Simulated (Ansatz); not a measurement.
## PtC (model cell, started as wurtzite): following an unstable mode

Which phase does PtC (model cell, started as wurtzite) fall into along its unstable mode, and how much energy does it gain?

Calculated with Ansatz 0.2.0; DFT LDA, scalar-relativistic, plane waves, PAW.

The structure was built from a prototype and need not be the compound's stable phase.

## Step 1: The starting structure

It takes space group P6_3mc (No. 186, hexagonal). The conventional cell has a = 3.159 Å, b = 3.159 Å, c = 5.778 Å, α = 90.00°, β = 90.00°, γ = 120.00°. Nearest to Pt lie 4 C at 1.99 to 2.08 Å. Nearest to C lie 4 Pt at 1.99 to 2.08 Å. Farther neighbours are not listed.

## Step 2: Phonons on a q mesh

Stability and thermal properties need the whole zone. Linear response on a 3×3×2 q mesh gives force constants as far as a supercell of that size would.

The input, input.yaml:

```yaml
crystal:
  lattice:
    - [3.1586945837, 0.0, 0.0]
    - [-1.5793472918, 2.7355097523, 0.0]
    - [0.0, 0.0, 5.7777226655]
  atoms:
    - { symbol: Pt, position: [0.3333333333, 0.6666666667, 0.0073871745] }
    - { symbol: Pt, position: [0.6666666667, 0.3333333333, 0.5073871745] }
    - { symbol: C, position: [0.3333333333, 0.6666666667, 0.3676128255] }
    - { symbol: C, position: [0.6666666667, 0.3333333333, 0.8676128255] }
kpoints:
  mp_grid: { grid: [15, 15, 8] }
hamiltonian:
  xc: lda
scf:
  occupations: { method: methfessel_paxton, width: 0.15 }
output:
  eigenvalues: true
phonons:
  method: dfpt
  qmesh: [3, 3, 2]
  temperatures: { t_max: 1000, t_step: 50 }
  qpath:
    path:
      - [[0.0, 0.0, 0.0], [0.5, 0.0, 0.0], [0.33333333, 0.33333333, 0.0], [0.0, 0.0, 0.0], [0.0, 0.0, 0.5], [0.5, 0.0, 0.5], [0.33333333, 0.33333333, 0.5], [0.0, 0.0, 0.5]]
      - [[0.5, 0.0, 0.5], [0.5, 0.0, 0.0]]
      - [[0.33333333, 0.33333333, 0.5], [0.33333333, 0.33333333, 0.0]]
    npoints: 10
```

The run is started by

```console
ansatz run input.yaml --threads 4 --pin off --max-ram 7168MiB --backend cpu --events-out ev --progress --plain --runs-dir out
```

Numbers of over 12 decimals in the logs are rounded to 6 here.

Output:

```text
Warning: phonons: the dynamical matrix that this run interpolates holds no multipole term above the dipole-dipole one, and a site of this crystal is no centre of inversion, so its interpolated transverse optical and acoustic branches and sound speeds can stay off near Gamma, and the density of states and the thermodynamics with them. What a run solves at a wave vector of phonons.qpoints, Gamma apart, where the deck admits one, is free of this, and under fd what a larger phonons.supercell samples
Engine: ansatz 0.2.0, x86_64-unknown-linux-gnu
Pseudopotentials: kind: paw
Pseudopotential: Pt, paw, valence charge 18, recommended cutoff 420 eV (normal), Pt.paw.azcp
Pseudopotential: C, paw, valence charge 4, recommended cutoff 420 eV (normal), C.paw.azcp
Functional definition: SPW92
  exchange = slater_x
  correlation = pw_c
Crystal: 4 atoms, lattice volume = 49.923 Å³
Basis set: ecut = 420 eV, 931 PW (Γ), exchange–correlation on 48×48×80 points (8 copies of the dense FFT grid, shifted against one another)
Bands: 27, of which v1, the nominal top of the filled ones, is band 22 counted from 1 (21 counted from 0)
Symmetry: 12 space group operations
k-points: 135 of 1800 (time reversal used)
Non-local potential: Pt, projectors of the file, l = 0: 3, l = 1: 2, l = 2: 2, l = 3: 1
Non-local potential: C, projectors of the file, l = 0: 2, l = 1: 2, l = 2: 1
PAW form: soft (Blöchl's): semilocal exchange-correlation on the pseudo side does not see the compensation charge
PAW frozen core: Pt, regenerated for the run's functional, and the local potential with it (the file was generated under x = pbe(κ = 0.804, μ = 0.219515), c = pbe(β = 0.066725))
PAW frozen core: C, regenerated for the run's functional, and the local potential with it (the file was generated under x = pbe(κ = 0.804, μ = 0.219515), c = pbe(β = 0.066725))
PAW one-centre angular grid: Pt, 590 points (default); XC on 64 Gauss nodes
PAW one-centre angular grid: C, 110 points (default); XC on 64 Gauss nodes
Initial density: superposition of atomic densities (neutral atoms: chi_scale 0, normalization atom), corrected by the library's trained network
Initial wavefunctions: pseudopotential atomic-orbital guess
Functional: x = slater, c = lda
SCF iter   1: F=—  HF=-24972.167742 eV  |F-HF|=—  |Δ(HF+E_count)|=         —  Δρ=1.06e-2  dr2=3.87e-2  ethr=1.77e-3  ⟨swp⟩=5.3  Hψ=14064  notcnv=0
preconditioner: auto → Kerker (q_TF=auto, 2.671 Å⁻¹)  [metal: Δε(μ)=0.006 eV  Ē_g=8.995 eV  σ=0.150 eV  W_gap=0.04  n_scr=22 (ndim 8)  ℏωp=27.8 eV  f_vac=0.001  D(μ)=1.82/eV (n_scr^D=22)]
SCF iter   2: F=—  HF=-24972.159032 eV  |F-HF|=—  |Δ(HF+E_count)|=   8.71e-3  S|Δr|=    0.00e0  Δρ=5.38e-3  dr2=9.87e-3  ethr=8.80e-5  ⟨swp⟩=1.7  Hψ=5879  notcnv=0
SCF iter   3: F=—  HF=-24972.155903 eV  |F-HF|=—  |Δ(HF+E_count)|=   3.13e-3  S|Δr|=    0.00e0  Δρ=9.14e-4  dr2=4.80e-4  ethr=2.24e-5  ⟨swp⟩=2.0  Hψ=5178  notcnv=0
SCF iter   4: F=—  HF=-24972.155795 eV  |F-HF|=—  |Δ(HF+E_count)|=   1.08e-4  S|Δr|=    0.00e0  Δρ=2.23e-4  dr2=2.52e-5  ethr=1.09e-6  ⟨swp⟩=2.1  Hψ=5095  notcnv=0
SCF iter   5: F=—  HF=-24972.155792 eV  |F-HF|=—  |Δ(HF+E_count)|=   3.45e-6  S|Δr|=    0.00e0  Δρ=5.16e-5  dr2=1.40e-6  ethr=5.73e-8  ⟨swp⟩=1.9  Hψ=5118  notcnv=0
SCF iter   6: F=—  HF=-24972.155794 eV  |F-HF|=—  |Δ(HF+E_count)|=   2.52e-6  S|Δr|=    0.00e0  Δρ=1.33e-5  dr2=8.33e-8  ethr=3.17e-9  ⟨swp⟩=2.4  Hψ=5660  notcnv=0
SCF iter   7: F=—  HF=-24972.155794 eV  |F-HF|=—  |Δ(HF+E_count)|=   4.49e-9  S|Δr|=    0.00e0  Δρ=3.15e-6  dr2=5.21e-9  ethr=1.89e-10  ⟨swp⟩=2.7  Hψ=6259  notcnv=0
SCF iter   8: F=—  HF=-24972.155794 eV  |F-HF|=—  |Δ(HF+E_count)|=  2.11e-10  S|Δr|=    0.00e0  Δρ=5.63e-7  dr2=1.37e-10  ethr=1.18e-11  ⟨swp⟩=2.1  Hψ=5400  notcnv=0
SCF iter   9: F=-24972.155794 eV  HF=-24972.155794 eV  |F-HF|=3.64e-12  |Δ(HF+E_count)|=    0.00e0  S|Δr|=    0.00e0  Δρ=1.09e-7  dr2=4.45e-12  ethr=1.00e-12  ⟨swp⟩=7.0  Hψ=16106  notcnv=0
SCF 1 converged in 9 iterations: F = -24972.155794 eV  dr2 = 4.45e-12
  greatest PAW one-centre occupation: 1.000 electrons in one spin orbital (limit 2), on the Pt atom at site 1 (counted from 0), in its partial waves of l = 0
Initial density: read from a saved state, or passed on in memory by an earlier SCF of this step, an earlier step, the calling program or the single point that the run made first
iter 1 solved again at ethr=9.57e-8 eV; its pass at ethr=3.10e-3 eV (dr2=4.21e-5 eV) is discarded
SCF iter   1: F=—  HF=-24972.155792 eV  |F-HF|=—  |Δ(HF+E_count)|=         —  Δρ=5.75e-7  dr2=8.09e-11  ethr=9.57e-8  ⟨swp⟩=3.0  Hψ=23007  notcnv=0
eigensolver tolerance schedule: the retry pair's looser diagonalisation over-reported the residual by 520283.45 of it (diagonalisation noise at an unbounded share of the residual, at the tolerance the schedule requests for it); recorded, not acted on — ethr = c·dr2/N_el stays at c = 1.0e-1
preconditioner: auto → Kerker (q_TF=auto, 2.671 Å⁻¹)  [metal: Δε(μ)=0.011 eV  Ē_g=9.004 eV  σ=0.150 eV  W_gap=0.06  n_scr=22 (ndim 8)  ℏωp=27.8 eV  f_vac=0.000  D(μ)=1.79/eV (n_scr^D=22)]
SCF iter   2: F=—  HF=-24972.155794 eV  |F-HF|=—  |Δ(HF+E_count)|=   2.13e-6  S|Δr|=    0.00e0  Δρ=2.42e-7  dr2=1.30e-11  ethr=1.00e-12  ⟨swp⟩=3.7  Hψ=9988  notcnv=0
SCF iter   3: F=-24972.155794 eV  HF=-24972.155794 eV  |F-HF|=7.28e-12  |Δ(HF+E_count)|=  7.28e-12  S|Δr|=    0.00e0  Δρ=1.62e-7  dr2=6.08e-12  ethr=1.00e-12  ⟨swp⟩=2.8  Hψ=8066  notcnv=0
SCF 2 converged in 3 iterations: F = -24972.155794 eV  dr2 = 6.08e-12
phonons: the bands overlap, so this run is a metal and interpolates without the dipole-dipole term. If the crystal is really an insulator or semiconductor, its LO-TO splitting is missing
NSCF: frozen V_eff on 135 k-points
WARN: eigensolver did not converge (k=133): 1 band(s) unlocked after 20 sweeps at ethr=1.79e-12 eV (storage-precision floor; scheduled 1.00e-12 eV) (lowest unlocked band 26, counted from 0; max residual 2.31e-4 eV among the unlocked bands, 2.31e-4 eV over every band; other slots of this pass that fall short are told together in one closing line; warning suppressed until the next SCF loop or pass starts)
WARN: eigensolver did not converge in 2 slots of this pass, the one above among them; of largest residual over every band (k=134): 1 band(s) unlocked (lowest unlocked band 26, counted from 0; max residual 3.90e-3 eV among the unlocked bands, 3.90e-3 eV over every band); of lowest unlocked band (k=133): band 26
NSCF: frozen V_eff on 488 k-points
DFPT response loops at q = (0, 0, 0) (fractional): preconditioner auto → Kerker (q_TF=auto, 2.671 Å⁻¹) (partly filled bands, converged f_vac=0.000); β = 1.00, the filter's whole step (`scf.mixing.beta` (0.50) is not read by the response loops under this deck's `scf.mixing.preconditioner`; to damp them name `kerker` or `kerker_dos`, under which they read `scf.mixing.beta`, and type it under 1.00, their step now; both keys bind the ground state too); Broyden in place of MSR1
NSCF: frozen V_eff on 976 k-points
DFPT response loops at q = (0, 0, -0.5) (fractional): mixed as the last ones told, above
NSCF: frozen V_eff on 1920 k-points
DFPT response loops at q = (0, 0.333333, 0) (fractional): mixed as the last ones told, above
NSCF: frozen V_eff on 1920 k-points
DFPT response loops at q = (0, 0.333333, -0.5) (fractional): mixed as the last ones told, above
NSCF: frozen V_eff on 1830 k-points
DFPT response loops at q = (0.333333, 0.333333, 0) (fractional): mixed as the last ones told, above
NSCF: frozen V_eff on 1830 k-points
DFPT response loops at q = (0.333333, 0.333333, -0.5) (fractional): mixed as the last ones told, above
SCF converged after 9 iterations
Stability not checked: this state was not tested for a lower state beside it, because cold or Methfessel-Paxton smearing, or corrected tetrahedra, fill the levels in a way that the test cannot read (fill_not_monotonic; see scf.lower_state_search)
Free energy (F): -24972.155794 eV
Harris-Foulkes:  -24972.155794 eV  (|F-HF|=3.64e-12)
Internal energy: -24972.154306 eV  (E = F + TS)
E sigma→0 (E₀):  -24972.155422 eV
Entropy (-TS):   -0.001488 eV (-0.372 meV/atom)
Fermi energy:    17.025761 eV
--- Per-component energies (eV) ---
  E_band       = -471.353305
  E_kinetic    = 1448.595769
  E_local      = -4029.184251  (includes V_loc(G=0)·N_el)
  E_nonlocal   = 467.358694
  E_hartree    = 1484.453919
  E_xc         = -615.278345
  E_vxc        = -722.859930  (∫ρ·V_xc dr)
  E_paw        = -18537.296879  (= ΣΔE_a)
  E_vpaw       = -604.171836  (= ΣTr[D̂ρ^β])
  E_aug_tail   = 0.000408  (compensation charges beyond the density's cutoff)
  E_ewald      = -5191.857025
  E_core_change = 1.053404  (= ΣΔE_core)
  E_smearing   = -0.001488  (= −TS)
  E_closure    = -0.000000  (closes the sum)
  Σ components = -24972.155794   (vs F -24972.155794, Δ=0.00e0)
--- Band table (eV; the first three rows and the last of 135) ---
  k-point 0: bands = [... 18 lower, 13.5796, 13.5796, 14.2342, 19.7235, 19.7554, 19.7554, 21.6543, 22.0061, ... 1 higher]
  k-point 1: bands = [... 18 lower, 13.5548, 13.5548, 14.5522, 19.6574, 19.8203, 19.8203, 21.6557, 21.8956, ... 1 higher]
  k-point 2: bands = [... 18 lower, 13.4800, 13.4800, 15.3767, 19.3585, 20.0147, 20.0147, 21.5964, 21.5964, ... 1 higher]
  k-point 134: bands = [... 18 lower, 13.9751, 13.9751, 15.5927, 15.5927, 16.6773, 16.6773, 18.6087, 18.6087, ... 1 higher]
--- Phonons (Γ-DFPT): 4 representative perturbations + reference (Σ response iterations 14) ---
  ASR residual: 3.152e-5 → 0.000e0 eV/Å²; symmetrization residual: 6.069e-7 eV/Å²
  ASR residual per site (eV/Å²): 3.15e-5 3.15e-5 8.39e-6 8.39e-6
  Γ frequencies (cm⁻¹): 0.00 0.00 0.00 58.55 58.55 143.24 466.56 551.51 551.51 553.23 553.23 573.23
--- Phonons (arbitrary-q DFPT): 6 irreducible q on the 3×3×2 mesh ---
  q = [0.0000, 0.0000, 0.0000] (star 1, of the zone-centre solve; hermiticity 7.96e-8, symmetrization 6.00e-11): -0.00 -0.00 -0.00 58.55 58.55 143.24 466.56 551.51 551.51 553.23 553.23 573.23
  q = [0.0000, 0.0000, -0.5000] (star 1, 4 solved perturbations in 1360 linear systems a pass and spin channel, the states on 488 of 1800 k-point pairs; hermiticity 6.58e-5, symmetrization 2.24e-5): 38.69 38.69 38.69 38.69 121.63 121.63 566.96 566.96 566.96 566.96 603.06 603.06
  q = [0.0000, 0.3333, 0.0000] (star 6, 12 solved perturbations on 960 of 1800 k-point pairs; hermiticity 2.26e-7, symmetrization 4.08e-8): -94.39 23.66 64.90 68.93 123.98 149.39 459.36 521.09 539.68 543.20 595.40 629.03
  q = [0.0000, 0.3333, -0.5000] (star 6, 12 solved perturbations on 960 of 1800 k-point pairs; hermiticity 2.85e-7, symmetrization 2.66e-8): 58.36 58.36 65.61 65.61 132.97 132.97 523.87 523.87 551.56 551.56 609.50 609.50
  q = [0.3333, 0.3333, 0.0000] (star 2, 4 solved perturbations in 2476 linear systems a pass and spin channel, the states on 915 of 1800 k-point pairs; hermiticity 1.73e-7, symmetrization 2.38e-8): -35.70 -35.70 86.39 86.51 143.31 143.31 472.60 472.60 568.30 581.96 613.65 613.65
  q = [0.3333, 0.3333, -0.5000] (star 2, 4 solved perturbations in 2476 linear systems a pass and spin channel, the states on 915 of 1800 k-point pairs; hermiticity 1.68e-5, symmetrization 7.95e-6): 82.83 82.83 95.23 95.23 133.38 133.38 501.21 501.21 591.58 591.58 596.93 596.93
  sum rule: each row above includes the acoustic sum rule's correction from the zone centre's row sums; it moved no ω² by more than (0.44 cm⁻¹)²
  mesh force constants: q→R imaginary residual 1.37e-16; ASR residual 3.152e-5 → 0.000e0 eV/Å²; symmetrization residual 1.421e-14 eV/Å²
  interpolated dispersion: 93 rows × 12 modes
  density of states and harmonic sums: on the 24×24×12 q-mesh, interpolated from the force constants of a 3×3×2 supercell (no non-analytic term)
  largest difference from the sums on the solved wave vectors: F 1.80e-2 eV, S 2.21e-5 and C_V 6.02e-6 eV/K
  zero-point energy: 0.236009 eV/cell   skipped modes (ω ≤ 0): 282, of them read as no rigid motion or as one in doubt: 279 (6.745e-1 modes/cell left out, lowest -94.39 cm⁻¹)   left out of the sums: 5.62e-2 of the cell's modes: C_V's classical limit lies that fraction below 3 k_B per atom; for a crystal, a wire or a layer, F and S can be off by more, and a phonons.interpolated_qmesh denser along its periods is the remedy for the sampling
```

It took 11 min on 4 threads of Intel Xeon Platinum 8488C (Sapphire Rapids), shared host; peak memory 3.1 GiB.

Numbers from this step:

```yaml
volume_per_atom: 12.48 Å³
gap_on_the_k_mesh: 0 eV
sum_rule_residual_before_enforcement: 3.15e-5 eV/Å²
lowest_frequency_on_the_path: -94.50 cm⁻¹
point_group: 6mm
highest_frequency_on_the_path_or_at_a_solved_wavevector: 645.1 cm⁻¹
highest_optical_mode_at_the_zone_centre_no_lo_to_term: 573.2 cm⁻¹
lowest_optical_zone_centre_mode: 58.55 cm⁻¹
lowest_mode_on_the_q_mesh_acoustic_modes_at_gamma_apart: -94.39 cm⁻¹
```

Frequencies (cm⁻¹) solved at each irreducible wavevector; negative means imaginary. Frequencies by wavevector, by row:

| q in reciprocal lattice units | star | mode 1 | mode 2 | mode 3 | mode 4 | mode 10 | mode 11 | mode 12 |
| --- | --- | --- | --- | --- | --- | --- | --- | --- |
| 0 0 0 | 1 | 0 | 0 | 0 | 58.5 | 553.2 | 553.2 | 573.2 |
| 0 0 -0.5 | 1 | 38.7 | 38.7 | 38.7 | 38.7 | 567 | 603.1 | 603.1 |
| 0 0.3333 0 | 6 | -94.4 | 23.7 | 64.9 | 68.9 | 543.2 | 595.4 | 629 |
| 0 0.3333 -0.5 | 6 | 58.4 | 58.4 | 65.6 | 65.6 | 551.6 | 609.5 | 609.5 |
| 0.3333 0.3333 0 | 2 | -35.7 | -35.7 | 86.4 | 86.5 | 582 | 613.6 | 613.6 |
| 0.3333 0.3333 -0.5 | 2 | 82.8 | 82.8 | 95.2 | 95.2 | 591.6 | 596.9 | 596.9 |

Interpolated from a 3×3×2 q mesh. The phonon branches at the labelled points (cm⁻¹):

| point | branch 1 | branch 2 | branch 3 | branch 4 | branch 9 | branch 10 | branch 11 | branch 12 |
| --- | --- | --- | --- | --- | --- | --- | --- | --- |
| Γ | 0 | 0 | 0 | 58 | 552 | 553 | 553 | 573 |
| halfway | -91 | 30 | 58 | 64 | 543 | 545 | 580 | 609 |
| M | -85 | -30 | 71 | 71 | 540 | 540 | 613 | 645 |
| halfway | -69 | -21 | 79 | 79 | 554 | 560 | 610 | 635 |
| K | -36 | -36 | 86 | 86 | 568 | 582 | 614 | 614 |
| halfway | -92 | 30 | 67 | 68 | 549 | 549 | 588 | 613 |
| Γ | 0 | 0 | 0 | 58 | 552 | 553 | 553 | 573 |
| halfway | 20 | 20 | 53 | 53 | 559 | 560 | 560 | 598 |
| A | 39 | 39 | 39 | 39 | 567 | 567 | 603 | 603 |
| halfway | 53 | 53 | 60 | 60 | 555 | 555 | 596 | 596 |
| L | 61 | 61 | 70 | 70 | 550 | 550 | 625 | 625 |
| halfway | 73 | 73 | 84 | 84 | 566 | 566 | 616 | 616 |
| H | 83 | 83 | 95 | 95 | 592 | 592 | 597 | 597 |
| halfway | 55 | 55 | 69 | 69 | 565 | 565 | 595 | 595 |
| A | 39 | 39 | 39 | 39 | 567 | 567 | 603 | 603 |
| jump to L | 61 | 61 | 70 | 70 | 550 | 550 | 625 | 625 |
| halfway | -53 | 49 | 70 | 70 | 545 | 545 | 615 | 639 |
| M | -85 | -30 | 71 | 71 | 540 | 540 | 613 | 645 |
| jump to H | 83 | 83 | 95 | 95 | 592 | 592 | 597 | 597 |
| halfway | 50 | 50 | 91 | 91 | 579 | 588 | 606 | 606 |
| K | -36 | -36 | 86 | 86 | 568 | 582 | 614 | 614 |

Symmetry leaves 6 wavevectors to solve. The lowest mode among them, the acoustic zeros apart, lies at q = (0, 0.333, 0) and is imaginary, 94.4i cm⁻¹, so the energy falls along it.

## Step 3: The mode frozen in, largest atomic shift 0 Å

The mode followed lies at q = (0.333, 0.333, 0) with frequency 35.7i cm⁻¹ and is 2-fold degenerate, one of the unstable modes though not the softest. At small amplitude the distorted cell has space group no. 143 by a symmetry search on the positions. The undistorted cell that holds it gives the zero of energy on the same k mesh.

System of this step: PtC (model cell, started as wurtzite). It takes space group P6_3mc (No. 186, hexagonal). Conventional cell: a = 3.159 Å, b = 3.159 Å, c = 5.778 Å, α = 90.00°, β = 90.00°, γ = 120.00°. Nearest to Pt lie 4 C at 1.99 to 2.08 Å. Nearest to C lie 4 Pt at 1.99 to 2.08 Å. Farther neighbours are not listed.

The input, input.yaml:

```yaml
crystal:
  lattice:
    - [4.7380418755, 2.7355097523, 0.0]
    - [0.0, 5.4710195045, 0.0]
    - [0.0, 0.0, 5.7777226655]
  atoms:
    - { symbol: Pt, position: [0.0, 0.3333333333, 0.0073871745] }
    - { symbol: Pt, position: [0.3333333333, 0.6666666667, 0.0073871745] }
    - { symbol: Pt, position: [0.6666666667, 1.0, 0.0073871745] }
    - { symbol: Pt, position: [0.3333333333, 1.0, 0.5073871745] }
    - { symbol: Pt, position: [0.6666666667, 0.3333333333, 0.5073871745] }
    - { symbol: Pt, position: [1.0, 0.6666666667, 0.5073871745] }
    - { symbol: C, position: [0.0, 0.3333333333, 0.3676128255] }
    - { symbol: C, position: [0.3333333333, 0.6666666667, 0.3676128255] }
    - { symbol: C, position: [0.6666666667, 1.0, 0.3676128255] }
    - { symbol: C, position: [0.3333333333, 1.0, 0.8676128255] }
    - { symbol: C, position: [0.6666666667, 0.3333333333, 0.8676128255] }
    - { symbol: C, position: [1.0, 0.6666666667, 0.8676128255] }
kpoints:
  mp_grid: { grid: [9, 9, 6] }
hamiltonian:
  xc: lda
scf:
  occupations: { method: methfessel_paxton, width: 0.15 }
output:
  forces: true
  stress: true
  eigenvalues: true
```

Output:

```text
[...]
Crystal: 12 atoms, lattice volume = 149.770 Å³
Basis set: ecut = 420 eV, 2893 PW (Γ)
Bands: 80, of which v1, the nominal top of the filled ones, is band 66 counted from 1 (65 counted from 0)
Symmetry: 36 space group operations
[...]
k-points: 48 of 486 (time reversal used)
[...]
k-point 0: bands = [... 62 lower, 15.1198, 17.1287, 17.1287, 17.1287, 17.1287, 17.9229, 17.9229, 17.9229, ... 10 higher]
  k-point 1: bands = [... 62 lower, 15.3586, 16.7155, 16.7155, 16.7155, 16.7155, 17.8723, 17.8723, 18.1901, ... 10 higher]
  k-point 2: bands = [... 62 lower, 16.0159, 16.0159, 16.0159, 16.0159, 16.0865, 17.3663, 17.3663, 18.4952, ... 10 higher]
  k-point 47: bands = [... 62 lower, 16.3867, 16.3867, 16.3867, 16.3867, 18.3641, 18.3641, 18.3641, 18.3641, ... 10 higher]
[key lines of the parts left out:]
SCF converged after 7 iterations
Free energy (F): -74916.471024 eV
Fermi energy:    17.034314 eV
P = ⅓ Tr σ = -0.1916 GPa (-1.916 kbar)
```

Elapsed: 6.5 s, on 4 threads; peak memory 0.81 GiB.

This step gave:

```
pressure                         : -0.1916 GPa
energy from the undistorted cell : 0 meV/atom
```

The run ends at a pressure of -0.19 GPa, with forces up to 0.041 eV/Å.

(Continued in part 2 of 2.)

[Logs are printed without paths, hosts, clocks, repeated set-up lines and the standing remarks that a program may print on its own settings, such as how far it seeks lower states.]

[Hosts, paths, dates, database ids (printed as entryN), source tags and the programs' standing remarks are cut or masked in the printed files.]
